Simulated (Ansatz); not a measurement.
## A hypothetical structure for Ca6SnW

This structure for Ca6SnW is made up. Its elements were placed in a known structure type with a cell scaled to their sizes. What cell does the guess relax to, and how far off was it?

Calculated with Ansatz 0.2.0; DFT, PBEsol, plane-wave PAW, files of the set soft_1, scalar-relativistic, no spin, cell and ions relaxed at zero pressure; PAW set soft_1, in the first sound run; inputs show where later runs differ.

**1. Starting point**

It takes space group Amm2 (No. 38, orthorhombic). Conventional cell: a = 5.876 Å, b = 6.922 Å, c = 12.936 Å, α = 90.00°, β = 90.00°, γ = 90.00°. Nearest to W lie 2 Sn at 3.46 Å and 10 Ca at 3.61 to 3.71 Å. Nearest to Sn lie 2 W at 3.46 Å and 10 Ca at 3.53 to 3.76 Å. Nearest to Ca lie 10 Ca at 3.46 to 3.71 Å and 2 Sn at 3.53 Å. Ca has 10 Ca at 3.46 to 3.73 Å and 2 W at 3.61 Å nearest. Nearest to Ca lie 8 Ca at 3.40 to 3.73 Å and 2 Sn at 3.61 Å and 2 W at 3.63 Å. Ca has 8 Ca at 3.44 to 3.61 Å and 2 Sn at 3.57 to 3.76 Å and 2 W at 3.62 to 3.71 Å nearest. Farther neighbours are not listed.

Structure file:

```cif
data_structure
_symmetry_space_group_name_H-M 'Amm2'
_symmetry_Int_Tables_number 38
_cell_length_a 5.8760
_cell_length_b 6.9220
_cell_length_c 12.9360
_cell_angle_alpha 90.000
_cell_angle_beta 90.000
_cell_angle_gamma 90.000
_cell_volume 526.15
loop_
_atom_site_label
_atom_site_type_symbol
_atom_site_symmetry_multiplicity
_atom_site_Wyckoff_symbol
_atom_site_fract_x
_atom_site_fract_y
_atom_site_fract_z
_atom_site_occupancy
W1 W 2 b 0.50000 0.00000 0.17250 1
Sn1 Sn 2 b 0.50000 0.50000 0.17610 1
Ca1 Ca 2 a 0.00000 0.50000 0.32780 1
Ca2 Ca 2 a 0.00000 0.00000 0.33470 1
Ca3 Ca 4 d 0.00000 0.25470 0.08040 1
Ca4 Ca 4 e 0.50000 0.74830 0.41810 1
```

**2. Relaxation of the guess**

The guessed cell has no reason to be at equilibrium. It is relaxed with the atoms, within the space group of the guess.

input.yaml reads:

```yaml
crystal:
  lattice:
    - [5.876, 0.0, 0.0]
    - [0.0, 3.461, 6.468]
    - [0.0, -3.461, 6.468]
  atoms:
    - { symbol: W, position: [0.5, 0.1725, 0.1725] }
    - { symbol: Sn, position: [0.5, 0.6761, 0.6761] }
    - { symbol: Ca, position: [0.0, 0.8278, 0.8278] }
    - { symbol: Ca, position: [0.0, 0.3347, 0.3347] }
    - { symbol: Ca, position: [0.0, 0.3351, 0.8257] }
    - { symbol: Ca, position: [0.0, 0.8257, 0.3351] }
    - { symbol: Ca, position: [0.5, 0.1664, 0.6698] }
    - { symbol: Ca, position: [0.5, 0.6698, 0.1664] }
kpoints:
  mp_grid: { grid: [5, 5, 5] }
scf:
  occupations: { method: fermi_dirac, width: 0.05 }
hamiltonian:
  xc: pbesol
  pseudopotentials: { kind: paw, azcp: { folder: soft_1 }, xc_functional: pbe }
relax:
  f_tol: 0.015
  max_steps: 70
  cell: {}
output:
  forces: true
  stress: true
```

On the command line:

```sh
$ ansatz run input.yaml --threads 4 --pin off --max-ram 10240MiB --backend cpu --events-out ev --progress --plain --runs-dir out
```

Numbers of over 12 decimals in the logs are rounded to 6 here.

Log:

```text
Engine: ansatz 0.2.0, x86_64-unknown-linux-gnu
Pseudopotentials: kind: paw
Pseudopotential: W, paw, valence charge 14, recommended cutoff 420 eV (normal), soft_1/W.paw.azcp
Pseudopotential: Sn, paw, valence charge 14, recommended cutoff 420 eV (normal), soft_1/Sn.paw.azcp
Pseudopotential: Ca, paw, valence charge 10, recommended cutoff 420 eV (normal), soft_1/Ca.paw.azcp
Functional definition: PBEsol
  exchange = pbesol_x
  correlation = pbesol_c
Crystal: 8 atoms, lattice volume = 263.077 Å³
Basis set: ecut = 420 eV, 5173 PW (Γ), exchange–correlation on 80×100×100 points (8 copies of the dense FFT grid, shifted against one another)
Bands: 53, of which v1, the nominal top of the filled ones, is band 44 counted from 1 (43 counted from 0)
Symmetry: 4 space group operations
Space group: Amm2 (ITA 38), of the structure as read, at distance tolerance 6.4e-5 Å
k-points: 27 of 125 (time reversal used)
Non-local potential: W, projectors of the file, l = 0: 3, l = 1: 2, l = 2: 2, l = 3: 1
Non-local potential: Sn, projectors of the file, l = 0: 2, l = 1: 2, l = 2: 2, l = 3: 1
Non-local potential: Ca, projectors of the file, l = 0: 3, l = 1: 2, l = 2: 2
PAW form: soft (Blöchl's): semilocal exchange-correlation on the pseudo side does not see the compensation charge
PAW frozen core: W, regenerated for the run's functional, and the local potential with it (the file was generated under x = pbe(κ = 0.804, μ = 0.219515), c = pbe(β = 0.066725))
PAW frozen core: Sn, regenerated for the run's functional, and the local potential with it (the file was generated under x = pbe(κ = 0.804, μ = 0.219515), c = pbe(β = 0.066725))
PAW frozen core: Ca, regenerated for the run's functional, and the local potential with it (the file was generated under x = pbe(κ = 0.804, μ = 0.219515), c = pbe(β = 0.066725))
PAW one-centre angular grid: W, 590 points (default); XC on 64 Gauss nodes
PAW one-centre angular grid: Sn, 590 points (default); XC on 64 Gauss nodes
PAW one-centre angular grid: Ca, 110 points (default); XC on 64 Gauss nodes
Initial density: superposition of atomic densities (chi_scale 0.1, normalization cell, long waves kept (reshape's long-wave potential 0.03 eV rms))
Initial wavefunctions: pseudopotential atomic-orbital guess
Functional: x = pbesol(κ = 0.804, μ = 0.123457), c = pbesol(β = 0.046)
SCF iter   1: F=—  HF=-26988.900986 eV  |F-HF|=—  |Δ(HF+E_count)|=         —  Δρ=1.07e-1  dr2=1.63e2  ethr=3.10e-3  ⟨swp⟩=16.0  Hψ=8234  notcnv=0
preconditioner: auto → Kerker (q_TF=auto, 2.273 Å⁻¹)  [metal: Δε(μ)=0.020 eV  Ē_g=2.417 eV  σ=0.050 eV  W_gap=0.10  n_scr=50 (ndim 8)  ℏωp=10.7 eV  f_vac=0.000  D(μ)=12.00/eV (n_scr^D=110)]
SCF iter   2: F=—  HF=-26966.956813 eV  |F-HF|=—  |Δ(HF+E_count)|=    2.19e1  Δρ=2.64e-2  dr2=6.72e0  ethr=3.10e-3  ⟨swp⟩=10.5  Hψ=8211  notcnv=0  defer=10
SCF iter   3: F=—  HF=-26966.310478 eV  |F-HF|=—  |Δ(HF+E_count)|=   6.46e-1  Δρ=1.43e-2  dr2=2.90e0  ethr=3.10e-3  ⟨swp⟩=4.9  Hψ=2390  notcnv=0  defer=4
SCF iter   4: F=—  HF=-26966.142285 eV  |F-HF|=—  |Δ(HF+E_count)|=   1.68e-1  Δρ=1.97e-2  dr2=3.36e0  ethr=3.10e-3  ⟨swp⟩=4.6  Hψ=2226  notcnv=0  defer=2
SCF iter   5: F=—  HF=-26966.008263 eV  |F-HF|=—  |Δ(HF+E_count)|=   1.34e-1  Δρ=1.70e-2  dr2=2.63e0  ethr=3.10e-3  ⟨swp⟩=1.6  Hψ=1696  notcnv=0  defer=1
SCF iter   6: F=—  HF=-26965.847572 eV  |F-HF|=—  |Δ(HF+E_count)|=   1.61e-1  Δρ=2.60e-3  dr2=4.82e-2  ethr=2.99e-3  ⟨swp⟩=1.5  Hψ=1511  notcnv=0
SCF iter   7: F=—  HF=-26965.866612 eV  |F-HF|=—  |Δ(HF+E_count)|=   1.90e-2  Δρ=2.12e-3  dr2=3.96e-2  ethr=5.48e-5  ⟨swp⟩=4.9  Hψ=2510  notcnv=0  defer=4
SCF iter   8: F=—  HF=-26965.864350 eV  |F-HF|=—  |Δ(HF+E_count)|=   2.26e-3  Δρ=8.70e-4  dr2=8.44e-3  ethr=4.50e-5  ⟨swp⟩=2.3  Hψ=1687  notcnv=0  defer=1
SCF iter   9: F=—  HF=-26965.864019 eV  |F-HF|=—  |Δ(HF+E_count)|=   3.31e-4  Δρ=2.83e-4  dr2=9.73e-4  ethr=9.59e-6  ⟨swp⟩=1.1  Hψ=1442  notcnv=0
SCF iter  10: F=—  HF=-26965.863972 eV  |F-HF|=—  |Δ(HF+E_count)|=   4.73e-5  Δρ=5.18e-5  dr2=3.08e-5  ethr=1.11e-6  ⟨swp⟩=1.9  Hψ=1513  notcnv=0
SCF iter  11: F=—  HF=-26965.863801 eV  |F-HF|=—  |Δ(HF+E_count)|=   1.71e-4  Δρ=1.56e-5  dr2=1.13e-6  ethr=3.50e-8  ⟨swp⟩=2.6  Hψ=1853  notcnv=0
SCF iter  12: F=—  HF=-26965.863801 eV  |F-HF|=—  |Δ(HF+E_count)|=   1.86e-8  Δρ=8.35e-6  dr2=5.87e-7  ethr=1.29e-9  ⟨swp⟩=2.5  Hψ=1790  notcnv=0
SCF iter  13: F=-26965.863801 eV  HF=-26965.863801 eV  |F-HF|=2.50e-8  |Δ(HF+E_count)|=   6.91e-8  Δρ=1.63e-6  dr2=2.83e-8  ethr=1.14e-10  ⟨swp⟩=4.9  Hψ=5063  notcnv=0
SCF 1 converged in 13 iterations: F = -26965.863801 eV  dr2 = 2.83e-8
  greatest PAW one-centre occupation: 0.999 electrons in one spin orbital (limit 2), on the W atom at site 0 (counted from 0), in its partial waves of l = 0
relax step   1: F+E_penalty+E_count = -26965.86380103 eV  Δ(F+E_penalty+E_count) = +0.000e0 eV  max|allowed force component| = 1.247e0 eV/Å  Δτ_max = 0.0000 Å  P = -3.242 GPa  Ω = 263.077 Å³  (13 SCF iters, dr2 threshold 1.00e-7 eV, accepted)
Crystal: 8 atoms, lattice volume = 246.156 Å³
Basis set: ecut = 420 eV, 4809 PW (Γ), exchange–correlation on 80×100×100 points (8 copies of the dense FFT grid, shifted against one another)
Initial density: handed on by an earlier stage of this run
Initial wavefunctions: those handed on with the density
iter 1 solved again at ethr=9.93e-4 eV; its pass at ethr=3.10e-3 eV (dr2=8.74e-1 eV) is discarded
SCF iter   1: F=—  HF=-26966.768133 eV  |F-HF|=—  |Δ(HF+E_count)|=         —  Δρ=8.70e-3  dr2=8.98e-1  ethr=9.93e-4  ⟨swp⟩=1.0  Hψ=7786  notcnv=0
preconditioner: auto → Kerker (q_TF=auto, 2.298 Å⁻¹)  [metal: Δε(μ)=0.015 eV  Ē_g=2.801 eV  σ=0.050 eV  W_gap=0.07  n_scr=50 (ndim 8)  ℏωp=11.1 eV  f_vac=0.000  D(μ)=10.39/eV (n_scr^D=78)]
SCF iter   2: F=—  HF=-26966.638977 eV  |F-HF|=—  |Δ(HF+E_count)|=   1.29e-1  Δρ=4.90e-3  dr2=3.15e-1  ethr=9.93e-4  ⟨swp⟩=2.0  Hψ=1591  notcnv=0
SCF iter   3: F=—  HF=-26966.574701 eV  |F-HF|=—  |Δ(HF+E_count)|=   6.43e-2  Δρ=7.03e-4  dr2=4.14e-3  ethr=3.58e-4  ⟨swp⟩=2.4  Hψ=2175  notcnv=0
SCF iter   4: F=—  HF=-26966.574376 eV  |F-HF|=—  |Δ(HF+E_count)|=   3.25e-4  Δρ=2.34e-4  dr2=2.81e-4  ethr=4.71e-6  ⟨swp⟩=2.1  Hψ=2051  notcnv=0
SCF iter   5: F=—  HF=-26966.574214 eV  |F-HF|=—  |Δ(HF+E_count)|=   1.62e-4  Δρ=7.14e-5  dr2=2.68e-5  ethr=3.20e-7  ⟨swp⟩=2.0  Hψ=1835  notcnv=0
SCF iter   6: F=—  HF=-26966.574208 eV  |F-HF|=—  |Δ(HF+E_count)|=   5.77e-6  Δρ=2.21e-5  dr2=1.84e-6  ethr=3.05e-8  ⟨swp⟩=2.0  Hψ=1930  notcnv=0
SCF iter   7: F=-26966.574208 eV  HF=-26966.574208 eV  |F-HF|=1.00e-7  |Δ(HF+E_count)|=   3.72e-7  Δρ=5.98e-6  dr2=1.81e-7  ethr=9.09e-10  ⟨swp⟩=5.0  Hψ=4955  notcnv=0
[...]
relax step  18: F+E_penalty+E_count = -26967.30555203 eV  Δ(F+E_penalty+E_count) = -3.598e-4 eV  max|allowed force component| = 6.741e-3 eV/Å  Δτ_max = 0.0174 Å  P = +0.014 GPa  Ω = 231.547 Å³  energy of the carried Pulay correction = +7.963e-4 eV  (6 SCF iters, dr2 threshold 5.25e-8 eV, accepted)
relax step  19: F+E_penalty+E_count = -26967.40406878 eV  Δ(F+E_penalty+E_count) = -9.852e-2 eV  max|allowed force component| = 1.154e-2 eV/Å  Δτ_max = 0.0000 Å  P = +0.581 GPa  Ω = 231.547 Å³  stress off target by 1.68e0 GPa  SCF on the basis re-selected at this cell (its energy is not comparable with the rows above)  (8 SCF iters)
relax step  20: F+E_penalty+E_count = -26967.46558529 eV  Δ(F+E_penalty+E_count) = -6.152e-2 eV  max|allowed force component| = 7.118e-2 eV/Å  Δτ_max = 0.0437 Å  P = +0.133 GPa  Ω = 235.435 Å³  energy of the carried Pulay correction = -1.092e-4 eV  (7 SCF iters, dr2 threshold 8.00e-7 eV, accepted)
relax step  21: F+E_penalty+E_count = -26967.47634337 eV  Δ(F+E_penalty+E_count) = -1.076e-2 eV  max|allowed force component| = 5.109e-2 eV/Å  Δτ_max = 0.0663 Å  P = +0.053 GPa  Ω = 236.895 Å³  energy of the carried Pulay correction = -1.480e-4 eV  (6 SCF iters, dr2 threshold 7.04e-7 eV, accepted)
relax step  22: F+E_penalty+E_count = -26967.47758396 eV  Δ(F+E_penalty+E_count) = -1.241e-3 eV  max|allowed force component| = 1.830e-2 eV/Å  Δτ_max = 0.0364 Å  P = -0.031 GPa  Ω = 237.482 Å³  energy of the carried Pulay correction = -1.651e-4 eV  (6 SCF iters, dr2 threshold 1.63e-7 eV, accepted)
relax step  23: F+E_penalty+E_count = -26967.47773192 eV  Δ(F+E_penalty+E_count) = -1.480e-4 eV  max|allowed force component| = 5.643e-3 eV/Å  Δτ_max = 0.0047 Å  P = -0.004 GPa  Ω = 237.324 Å³  energy of the carried Pulay correction = -1.604e-4 eV  (6 SCF iters, dr2 threshold 2.09e-8 eV, accepted)
Basis set: ecut = 420 eV, 4685 PW (Γ), exchange–correlation on 72×96×96 points (8 copies of the dense FFT grid, shifted against one another)
iter 1 solved again at ethr=6.20e-7 eV; its pass at ethr=3.10e-3 eV (dr2=5.45e-4 eV) is discarded
SCF iter   1: F=—  HF=-26967.477992 eV  |F-HF|=—  |Δ(HF+E_count)|=         —  Δρ=6.17e-5  dr2=4.85e-7  ethr=6.20e-7  ⟨swp⟩=3.1  Hψ=11256  notcnv=0
eigensolver tolerance schedule: the retry pair's looser diagonalisation over-reported the residual by 1123.96 of it (diagonalisation noise at 0.29 of the residual, at the tolerance the schedule requests for it); recorded, not acted on — ethr = c·dr2/N_el stays at c = 1.0e-1
SCF iter   2: F=—  HF=-26967.477969 eV  |F-HF|=—  |Δ(HF+E_count)|=   2.27e-5  Δρ=3.14e-5  dr2=1.24e-7  ethr=5.51e-10  ⟨swp⟩=2.9  Hψ=2352  notcnv=0
SCF iter   3: F=—  HF=-26967.477969 eV  |F-HF|=—  |Δ(HF+E_count)|=   3.54e-7  Δρ=2.55e-6  dr2=3.15e-9  ethr=1.41e-10  ⟨swp⟩=2.0  Hψ=2625  notcnv=0
SCF iter   4: F=—  HF=-26967.477969 eV  |F-HF|=—  |Δ(HF+E_count)|=   1.57e-9  Δρ=2.78e-7  dr2=9.16e-11  ethr=3.58e-12  ⟨swp⟩=2.0  Hψ=1882  notcnv=0
iter 5 did not close the SCF: its close was put off for the readings that it lacked (scf_convergence_deferred on its scf_iter line)
SCF iter   5: F=-26967.477969 eV  HF=-26967.477969 eV  |F-HF|=3.64e-12  |Δ(HF+E_count)|=  3.64e-12  Δρ=7.84e-8  dr2=1.14e-11  ethr=1.00e-12  ⟨swp⟩=1.0  Hψ=1431  notcnv=0
iter 6 did not close the SCF: its close was put off for the readings that it lacked (scf_convergence_deferred on its scf_iter line)
SCF iter   6: F=-26967.477969 eV  HF=-26967.477969 eV  |F-HF|=0.00e0  |Δ(HF+E_count)|=  7.28e-12  Δρ=1.51e-8  dr2=1.05e-12  ethr=1.00e-12  ⟨swp⟩=1.0  Hψ=1431  notcnv=0
iter 7 did not close the SCF: its close was put off for the readings that it lacked (scf_convergence_deferred on its scf_iter line)
SCF iter   7: F=-26967.477969 eV  HF=-26967.477969 eV  |F-HF|=7.28e-12  |Δ(HF+E_count)|=  7.28e-12  Δρ=5.07e-9  dr2=1.02e-13  ethr=1.00e-12  ⟨swp⟩=1.0  Hψ=1431  notcnv=0
iter 8 did not close the SCF: its close was put off for the readings that it lacked (scf_convergence_deferred on its scf_iter line)
SCF iter   8: F=-26967.477969 eV  HF=-26967.477969 eV  |F-HF|=3.64e-12  |Δ(HF+E_count)|=    0.00e0  Δρ=1.82e-9  dr2=1.04e-14  ethr=1.00e-12  ⟨swp⟩=1.0  Hψ=1431  notcnv=0
SCF iter   9: F=-26967.477969 eV  HF=-26967.477969 eV  |F-HF|=0.00e0  |Δ(HF+E_count)|=  3.64e-12  Δρ=4.01e-10  dr2=4.31e-16  ethr=1.00e-12  ⟨swp⟩=2.0  Hψ=3003  notcnv=0
SCF 24 converged in 9 iterations: F = -26967.477969 eV  dr2 = 4.31e-16
relax step  24: F+E_penalty+E_count = -26967.47796861 eV  Δ(F+E_penalty+E_count) = -2.367e-4 eV  max|allowed force component| = 5.647e-3 eV/Å  Δτ_max = 0.0000 Å  P = -0.003 GPa  Ω = 237.324 Å³  stress off target by 1.65e-2 GPa  SCF on the basis re-selected at this cell (its energy is not comparable with the rows above)  (9 SCF iters)
basis re-selected at this cell: Δ(F+E_penalty+E_count) = -2.367e-4 eV, ΔP = +0.001 GPa vs the last step (what re-selecting the basis moved, of the pressure what is left beyond the Pulay correction that the steps carried, after the strain that the cell walked since its last selection, with what the two solves' SCF thresholds leave and, on support functions, any second-order correction that the steps lacked; it is no measure of the basis error at this ecutwfc). The dense FFT grid was sized anew with the basis: this SCF ran on 36×48×48 points, the steps before it on 36×45×45, so part of this shift can come from that change (see relax.cell in the input reference). [rest of the remark cut]
SCF converged after 9 iterations
Free energy (F): -26967.477969 eV
Harris-Foulkes:  -26967.477969 eV  (|F-HF|=0.00e0)
Internal energy: -26967.413924 eV  (E = F + TS)
E sigma→0 (E₀):  -26967.445946 eV
Entropy (-TS):   -0.064045 eV (-8.006 meV/atom)
Fermi energy:    7.988034 eV
--- Per-component energies (eV) ---
  E_band       = -1194.718707
  E_kinetic    = 2114.159505
  E_local      = -6789.782546  (includes V_loc(G=0)·N_el)
  E_nonlocal   = 674.170558
  E_hartree    = 2491.337904
  E_xc         = -1144.691342
  E_vxc        = -1252.466594  (∫ρ·V_xc dr)
  E_paw        = -17809.480200  (= ΣΔE_a)
  E_vpaw       = -923.475854  (= ΣTr[D̂ρ^β])
  E_aug_tail   = 0.000417  (compensation charges beyond the density's cutoff)
  E_ewald      = -6504.347684
  E_core_change = 1.219464  (= ΣΔE_core)
  E_smearing   = -0.064045  (= −TS)
  E_closure    = 0.000000  (closes the sum)
  Σ components = -26967.477969   (vs F -26967.477969, Δ=0.00e0)
--- Forces (eV/Å), atoms counted from 1 ---
  atom   1  W      0.00000000    -0.00000000     0.00564701
  atom   2  Sn    -0.00000000     0.00000000    -0.00039327
  atom   3  Ca     0.00000000    -0.00000000    -0.00198686
  atom   4  Ca    -0.00000000     0.00000000    -0.00045835
  atom   5  Ca    -0.00000000     0.00075258    -0.00038755
  atom   6  Ca    -0.00000000    -0.00075258    -0.00038755
  atom   7  Ca     0.00000000     0.00205185    -0.00101675
  atom   8  Ca     0.00000000    -0.00205185    -0.00101675
  max |Σ_I F_I| component: 7.24e-8 eV/Å
--- Stress (GPa, compression-positive) ---
        0.015766       0.000000       0.000000
        0.000000      -0.009121      -0.000000
        0.000000      -0.000000      -0.016493
  P = ⅓ Tr σ = -0.0033 GPa (-0.033 kbar)
--- Relaxed structure (22 steps of the walk, 21 accepted, 2 SCFs on fresh bases) ---
  F+E_penalty+E_count = -26967.47796861 eV   max|allowed force component| = 5.647e-3 eV/Å   (the final SCF, on the basis selected at the relaxed cell)
  cell:  # Å, volume = 237.3236 Å³
    - [5.127273, 0.0, 0.0]
    - [0.0, 4.818271, 4.803229]
    - [0.0, -4.818271, 4.803229]
  atoms:
    - { symbol: W, position: [0.500000, 0.184164, 0.184164] }
    - { symbol: Sn, position: [0.500000, 0.604841, 0.604841] }
    - { symbol: Ca, position: [0, 0.804472, 0.804472] }
    - { symbol: Ca, position: [0, 0.408872, 0.408872] }
    - { symbol: Ca, position: [0, 0.303848, 0.940918] }
    - { symbol: Ca, position: [0, 0.940918, 0.303848] }
    - { symbol: Ca, position: [0.500000, 0.111864, 0.649121] }
    - { symbol: Ca, position: [0.500000, 0.649121, 0.111864] }
```

Run time: 75 s. Hardware: 4 threads of AMD EPYC 9B45 (Zen 5), shared host; peak memory 0.82 GiB.

The steps of the relaxation (22 of 24):

| step | energy less that of the first step (eV) | largest force component (eV/Å) | pressure (GPa) | volume (Å³) |
| --- | --- | --- | --- | --- |
| 1 | 0.0000 | 1.2472 | -3.24 | 263.08 |
| 2 | -0.7104 | 0.2251 | -1.90 | 246.16 |
| 3 | -0.9237 | 0.2104 | 0.42 | 228.94 |
| 4 | -0.9474 | 0.0768 | 0.23 | 230.32 |
| 5 | -0.9597 | 0.0480 | 0.03 | 232.05 |
| 6 | -0.9750 | 0.0462 | 0.06 | 232.32 |
| 8 | -1.0211 | 0.1278 | 0.01 | 232.71 |
| 9 | -1.1068 | 0.2679 | 0.18 | 231.49 |
| 10 | -1.2235 | 0.3134 | 0.29 | 230.46 |
| 11 | -1.3350 | 0.3047 | 0.40 | 229.36 |
| 12 | -1.4098 | 0.0866 | 0.20 | 229.29 |
| 13 | -1.4245 | 0.0740 | -0.05 | 230.74 |
| 14 | -1.4070 | 0.2322 | -0.71 | 236.31 |
| 15 | -1.4368 | 0.0574 | -0.03 | 231.32 |
| 16 | -1.4388 | 0.0943 | 0.04 | 231.68 |
| 17 | -1.4414 | 0.0290 | -0.05 | 231.83 |
| 19* | -1.5403 | 0.0115 | 0.58 | 231.55 |
| 20 | -1.6018 | 0.0712 | 0.13 | 235.44 |
| 21 | -1.6125 | 0.0511 | 0.05 | 236.89 |
| 22 | -1.6138 | 0.0183 | -0.03 | 237.48 |
| 23 | -1.6139 | 0.0056 | 0.00 | 237.32 |
| 24* | -1.6142 | 0.0056 | 0.00 | 237.32 |

Relaxation steps marked * repeat the geometry before them on a plane-wave basis chosen anew for their cell, so energy and pressure can jump there. Other such steps can lie between the rows shown. Relaxation step 14 was tried and not accepted.

Forces are held to the 4 operations that the run works with; a distortion that breaks them can't arise in this run.

| cell as run | before | after | change |
| --- | --- | --- | --- |
| a (Å) | 5.876 | 5.127 | -12.7 % |
| b (Å) | 7.336 | 6.803 | -7.3 % |
| c (Å) | 7.336 | 6.803 | -7.3 % |
| α (°) | 56.30 | 90.18 | +60.2 % |
| volume (Å³/atom) | 32.88 | 29.67 | -9.8 % |

The atoms that moved most (Å, as changes of fractional coordinates times the final cell):

| atom | dx | dy | dz | length |
| --- | --- | --- | --- | --- |
| Ca6 | 0.000 | 0.706 | 0.403 | 0.813 |
| Ca5 | 0.000 | -0.706 | 0.403 | 0.813 |
| Ca4 | 0.000 | 0.000 | 0.713 | 0.713 |
| Sn2 | 0.000 | 0.000 | -0.685 | 0.685 |
| Ca7 | 0.000 | -0.163 | -0.361 | 0.396 |
| Ca8 | 0.000 | 0.163 | -0.361 | 0.396 |
| Ca3 | 0.000 | 0.000 | -0.224 | 0.224 |
| W1 | 0.000 | 0.000 | 0.112 | 0.112 |

This step gave:

```yaml
free_energy: -26967.4780 eV
energy_at_zero_smearing: -26967.4459 eV
smearing_term_ts: 0.06404 eV
fermi_energy: 7.988 eV
electrons: 88
symmetry_operations: 4
pressure: -0.003283 GPa
```

Shortest distances by pair of elements, guess and relaxed (not always the same contact):

| pair | guess (Å) | relaxed (Å) |
| --- | --- | --- |
| Ca–W | 3.610 | 3.159 |
| Ca–Sn | 3.533 | 3.181 |
| Ca–Ca | 3.396 | 3.261 |
| Sn–W | 3.461 | 4.041 |
| W–W | 5.876 | 5.127 |

The relaxation ends with a largest force component of 0.0056 eV/Å and a pressure of 0.00 GPa.

[end of part 1 of 2]

[Logs are printed without paths, hosts, clocks, repeated set-up lines and the standing remarks that a program may print on its own settings, such as how far it seeks lower states.]

[Hosts, paths, dates, database ids (printed as entryN), source tags and the programs' standing remarks are cut or masked in the printed files.]
